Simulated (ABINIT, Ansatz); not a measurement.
## A GW chain in ABINIT: TiNF (Pmmn)

Aim: the G0W0 gap of TiNF (Pmmn) on LDA, step by step.

Calculated with ABINIT 10.8.3; LDA and many-body steps on it, plane waves.

## Step 1: Set-up

The structure is orthorhombic, space group Pmmn (No. 59). Conventional cell: a = 3.062 Å, b = 3.964 Å, c = 7.871 Å, α = 90.00°, β = 90.00°, γ = 90.00°. Ti has 4 N at 2.01 Å and 2 F at 2.04 Å nearest. N has 4 Ti at 2.01 Å nearest. F has 2 Ti at 2.04 Å nearest. Farther neighbours and most contacts between anions are not listed.

The cell and positions are those that the Materials Project relaxed with its own functionals (PBE, PBE+U or r2SCAN), kept fixed.

## Step 2: Ground state

This step: ABINIT 10.8.3; DFT, LDA, plane waves, norm-conserving pseudopotentials.

The ground-state density comes first.

File run.abi:

```
acell 3*1.0 Angstrom
rprim 
  3.062004000000 0.000000000000 0.000000000000
  0.000000000000 3.964387000000 0.000000000000
  0.000000000000 0.000000000000 7.870826000000
ntypat 3
znucl 22 7 9
natom 6
typat 1 1 2 2 3 3
xred 
  0.500000000000 0.000000000000 0.895914000000
  0.000000000000 0.500000000000 0.104086000000
  0.500000000000 0.500000000000 0.939316000000
  0.000000000000 0.000000000000 0.060684000000
  0.000000000000 0.000000000000 0.724624000000
  0.500000000000 0.500000000000 0.275376000000
pp_dirpath "pseudos"
pseudos "Ti.upf, N.upf, F.upf"
ecut 38
ngkpt 6 6 4
nshiftk 1
shiftk 0 0 0
kptopt 1
chksymbreak 0
nband 31
occopt 1
tolvrs 1e-10
nstep 60
prtwf 0
optforces 0
optstress 0
indata_prefix "in"
outdata_prefix "out"
tmpdata_prefix "tmp"
```

Run with:

```
OMP_NUM_THREADS=1 mpirun -n 4 abinit run.abi > log
```

Numbers of over 12 decimals in the logs are rounded to 6 here.

The program printed:

```text
.Version 10.8.3 of ABINIT. v10.8.2 released Aug 2026.

 Symmetries : space group Pm m n (# 59); Bravais oP (primitive ortho.)
================================================================================
 Values of the parameters that define the memory need of the present run
     intxc =       0    ionmov =       0      iscf =       7    lmnmax =       6
     lnmax =       6     mgfft =      90  mpssoang =       3    mqgrid =    4128
     natom =       6  nloc_mem =       1    nspden =       1   nspinor =       1
    nsppol =       1      nsym =       8    n1xccc =    2501    ntypat =       3
    occopt =       1   xclevel =       1
-    mband =          31        mffmem =           1         mkmem =          12
       mpw =        7242          nfft =      145800          nkpt =          48
================================================================================
  Rough estimation (10% accuracy) of disk space for files :
================================================================================

--------------------------------------------------------------------------------
------------- Echo of variables that govern the present computation ------------
--------------------------------------------------------------------------------
 -outvars: echo values of preprocessed input variables --------
            acell      1.8897261259E+00  1.8897261259E+00  1.8897261259E+00 Bohr

      chksymbreak           0
             ecut      3.80000000E+01 Hartree
-          fftalg         312

              ixc       -1012
              kpt      0.00000000E+00  0.00000000E+00  0.00000000E+00
                       1.66666667E-01  0.00000000E+00  0.00000000E+00
                       3.33333333E-01  0.00000000E+00  0.00000000E+00
                       5.00000000E-01  0.00000000E+00  0.00000000E+00
                       0.00000000E+00  1.66666667E-01  0.00000000E+00
                       1.66666667E-01  1.66666667E-01  0.00000000E+00
                       3.33333333E-01  1.66666667E-01  0.00000000E+00
                       5.00000000E-01  1.66666667E-01  0.00000000E+00
                       0.00000000E+00  3.33333333E-01  0.00000000E+00
   [... 37 further rows ...]
                       3.33333333E-01  5.00000000E-01  5.00000000E-01
                       5.00000000E-01  5.00000000E-01  5.00000000E-01
         kptrlatt        6    0    0      0    6    0      0    0    4
          kptrlen      3.47180937E+01
P           mkmem          12
            natom           6
            nband          31
            ngfft          36      45      90
             nkpt          48
            nstep          60
             nsym           8
           ntypat           3
              occ      2.000000  2.000000  2.000000  2.000000  2.000000  2.000000
                       2.000000  2.000000  2.000000  2.000000  2.000000  2.000000
                       2.000000  2.000000  2.000000  2.000000  2.000000  2.000000
                       2.000000  2.000000  2.000000  2.000000  2.000000  2.000000
                       0.000000  0.000000  0.000000  0.000000  0.000000  0.000000
                       0.000000
        optforces           0
        optstress           0
            prtwf           0
            rprim      3.0620040000E+00  0.0000000000E+00  0.0000000000E+00
[...]
spgroup          59

           tolvrs      1.00000000E-10

             xred      5.0000000000E-01  0.0000000000E+00  8.9591400000E-01
[...]
znucl       22.00000    7.00000    9.00000

================================================================================

 chkinp: Checking input parameters for consistency.

================================================================================
== DATASET  1 ==================================================================
-   mpi_nproc: 4, omp_nthreads: 1 (-1 if OMP is not activated)

--- !DatasetInfo
iteration_state: {dtset: 1, }
dimensions: {natom: 6, nkpt: 48, mband: 31, nsppol: 1, nspinor: 1, nspden: 1, mpw: 7242, }
cutoff_energies: {ecut:  38.0, pawecutdg:  -1.0, }
electrons: {nelect:   4.80000000E+01, charge:   0.00000000E+00, occopt:   1.00000000E+00, tsmear:   1.00000000E-02, }

 Real(R)+Recip(G) space primitive vectors, cartesian coordinates (Bohr,Bohr^-1):
 R(1)=  5.7863490  0.0000000  0.0000000  G(1)=  0.1728205  0.0000000  0.0000000
 R(2)=  0.0000000  7.4916057  0.0000000  G(2)=  0.0000000  0.1334827  0.0000000
 R(3)=  0.0000000  0.0000000 14.8737055  G(3)=  0.0000000  0.0000000  0.0672327
 Unit cell volume ucvol=  6.4476093E+02 bohr^3
 Angles (23,13,12)=  9.00000000E+01  9.00000000E+01  9.00000000E+01 degrees

 getcut: wavevector=  0.0000  0.0000  0.0000  ngfft=  36  45  90
         ecut(hartree)=     38.000   => boxcut(ratio)=   2.11651

--- Pseudopotential description ------------------------------------------------
- Ti Generated using ONCVPSP code by D. R. Hamann
- 22.00000  12.00000  180309                  znucl, zion, pspdat
12 -1012 2 -1 1568                            pspcod,pspxc,lmax,lloc,mmax
     nproj     2     2     2
  pspatm : epsatm=   14.84363209
         --- l  ekb(1:nproj) -->
[...]
pspatm: atomic psp has been read  and splines computed

- N Generated using ONCVPSP code by D. R. Hamann
-  7.00000   5.00000  180309                  znucl, zion, pspdat
12 -1012 1 -1 1058                            pspcod,pspxc,lmax,lloc,mmax
     nproj     2     2     0
  pspatm : epsatm=    5.30777321
         --- l  ekb(1:nproj) -->
[...]
pspatm: atomic psp has been read  and splines computed

- F Generated using ONCVPSP code by D. R. Hamann
-  9.00000   7.00000  201202                  znucl, zion, pspdat
12 -1012 2 -1 824                             pspcod,pspxc,lmax,lloc,mmax
     nproj     2     2     1
  pspatm : epsatm=    4.94580260
         --- l  ekb(1:nproj) -->
[...]
2   -2.364936
 pspatm: atomic psp has been read  and splines computed

   2.40933196E+03                                ecore*ucvol(ha*bohr**3)
--------------------------------------------------------------------------------

_setup2: Arith. and geom. avg. npw (full set) are    7214.035    7214.013

================================================================================

--- !BeginCycle
iteration_state: {dtset: 1, }
solver: {iscf: 7, nstep: 60, nline: 4, wfoptalg: 0, }
tolerances: {tolvrs: 1.00E-10, }

     iter   Etot(hartree)      deltaE(h)  residm     vres2
 ETOT  1  -187.81445062200    -1.878E+02 1.526E-01 4.447E+03
 ETOT  2  -179.30610648341     8.508E+00 5.955E-02 3.850E+04
 ETOT  3  -188.80043684611    -9.494E+00 3.711E-02 5.013E+02
 ETOT  4  -188.85441805185    -5.398E-02 2.406E-02 2.490E+02
 ETOT  5  -188.87595995426    -2.154E-02 3.906E-03 1.128E+02
 ETOT  6  -188.90342775831    -2.747E-02 2.420E-03 4.577E+00
 ETOT  7  -188.90416822731    -7.405E-04 2.133E-03 1.420E+00
 ETOT  8  -188.90411031861     5.791E-05 9.040E-04 2.090E+00
 ETOT  9  -188.90413630225    -2.598E-05 1.150E-03 1.023E+00
 ETOT 10  -188.90423540783    -9.911E-05 4.842E-04 2.087E-02
[...]
ETOT 15  -188.90423767680    -1.024E-10 3.416E-04 1.734E-08
 ETOT 16  -188.90423767679     9.749E-12 2.373E-04 3.723E-09
 ETOT 17  -188.90423767680    -6.651E-12 3.447E-04 1.936E-10
 ETOT 18  -188.90423767679     7.788E-12 2.110E-04 2.500E-10
 ETOT 19  -188.90423767680    -1.344E-11 3.346E-04 1.367E-11

 At SCF step   19       vres2   =  1.37E-11 < tolvrs=  1.00E-10 =>converged.

--- !ResultsGS
iteration_state: {dtset: 1, }
comment   : Summary of ground state results
lattice_vectors:
- [  5.7863490,   0.0000000,   0.0000000, ]
- [  0.0000000,   7.4916057,   0.0000000, ]
- [  0.0000000,   0.0000000,  14.8737055, ]
lattice_lengths: [   5.78635,    7.49161,   14.87371, ]
lattice_angles: [ 90.000,  90.000,  90.000, ] # degrees, (23, 13, 12)
lattice_volume:   6.4476093E+02
convergence: {deltae: -1.344E-11, res2:  1.367E-11, residm:  3.346E-04, diffor:  0.000E+00, }
etotal    :  -1.88904238E+02
entropy   :   0.00000000E+00
fermie    :   7.68222598E-02
cartesian_stress_tensor: null
pressure_GPa: null
xred      :
- [  5.0000E-01,   0.0000E+00,   8.9591E-01, Ti]
- [  0.0000E+00,   5.0000E-01,   1.0409E-01, Ti]
- [  5.0000E-01,   5.0000E-01,   9.3932E-01,  N]
- [  0.0000E+00,   0.0000E+00,   6.0684E-02,  N]
- [  0.0000E+00,   0.0000E+00,   7.2462E-01,  F]
- [  5.0000E-01,   5.0000E-01,   2.7538E-01,  F]
cartesian_forces: null
force_length_stats: {min: null, max: null, mean: null, }

 Integrated electronic density in atomic spheres:
 ------------------------------------------------
 Atom  Sphere_radius  Integrated_density
[...]
================================================================================

 ----iterations are completed or convergence reached----

 Mean square residual over all n,k,spin=   14.588E-07; max=  33.457E-05
 reduced coordinates (array xred) for    6 atoms
[...]
0.000000000000      0.500000000000      0.104086000000
       0.500000000000      0.500000000000      0.939316000000
       0.000000000000      0.000000000000      0.060684000000
       0.000000000000      0.000000000000      0.724624000000
       0.500000000000      0.500000000000      0.275376000000
 rms dE/dt=  0.0000E+00; max dE/dt=  0.0000E+00; dE/dt below (all hartree)
    1       0.000000000000      0.000000000000      0.000000000000
    2       0.000000000000      0.000000000000      0.000000000000
    3       0.000000000000      0.000000000000      0.000000000000
    4       0.000000000000      0.000000000000      0.000000000000
    5       0.000000000000      0.000000000000      0.000000000000
    6       0.000000000000      0.000000000000      0.000000000000

 cartesian coordinates (angstrom) at end:
    1      1.531002     0.000000     7.051583
    2      0.000000     1.982193     0.819243
    3      1.531002     1.982193     7.393193
    4      0.000000     0.000000     0.477633
    5      0.000000     0.000000     5.703389
    6      1.531002     1.982193     2.167437
 length scales=  1.889726125908  1.889726125908  1.889726125908 bohr
              =  1.000000000000  1.000000000000  1.000000000000 angstroms
 prteigrs : about to open file out_EIG
 Fermi (or HOMO) energy (hartree) =   0.07682   Average Vxc (hartree)=  -0.33136
 Eigenvalues (hartree) for nkpt=  48  k points:
 kpt#   1, nband= 31, wtk=  0.00694, kpt=  0.0000  0.0000  0.0000 (reduced coord)
  -2.02108   -2.01845   -1.16553   -1.16138   -1.15946   -1.15692   -1.15243   -1.15215
  -0.76221   -0.76105   -0.45253   -0.40272   -0.14068   -0.12498   -0.12323   -0.12017
  -0.09428   -0.08941   -0.08644   -0.02944   -0.02040   -0.01944    0.03105    0.07682
   0.10072    0.12830    0.13398    0.14735    0.15239    0.17423    0.21309
 prteigrs : prtvol=0 or 1, do not print more k-points.

--- !EnergyTerms
iteration_state     : {dtset: 1, }
comment             : Components of total free energy in Hartree
kinetic             :  9.21621675864353E+01
hartree             :  1.07893969415883E+02
xc                  : -3.40130442589389E+01
Ewald energy        : -6.05644211546545E+01
psp_core            :  3.73678344770718E+00
local_psp           : -2.91840016851457E+02
non_local_psp       : -6.27967586177844E+00
total_energy        : -1.88904237676804E+02
total_energy_eV     : -5.14034617492610E+03
band_energy         : -2.84465493528107E+01

== END DATASET(S) ==============================================================
================================================================================

 -outvars: echo values of variables after computation  --------
           etotal     -1.8890423768E+02
            nband          31
             nkpt          48
          spgroup          59
 [... the other variables as echoed above ...]

 Calculation completed.
```

Wall time 3.3 min (4 MPI ranks of Arm Neoverse V1, shared host); peak memory 0.53 GiB; 13 min of CPU time.

This step gave:

```
total energy               : -5140.3462 eV
gap                        : 0.6504 eV
k of the valence top       : 0, 0, 0
k of the conduction bottom : 0, 0, 0
least direct gap           : 0.6504 eV
```

The gap is direct, at Γ.

(Continued in part 2 of 3.)

[Paths, hosts, dates, memory and timing lines, banners, echoed tables and standing remarks are left out of the program output.]

[Logs are printed without paths, hosts, clocks, repeated set-up lines and the standing remarks that a program may print on its own settings, such as how far it seeks lower states.]

[Runs of the session that timed out or met a known fault of the program may be left out.]

[Hosts, paths, dates, database ids (printed as entryN), source tags and the programs' standing remarks are cut or masked in the printed files.]

[G0W0 gaps are taken among the corrected bands and points alone; a level outside them can change the order at an edge.]

[Where Ansatz stands beside ABINIT at settings called matched, ABINIT's density can come from a denser mesh and the files from another edition; pairs whose starting gaps differed by over 0.03 eV were left out, so agreement reads better than it is.]
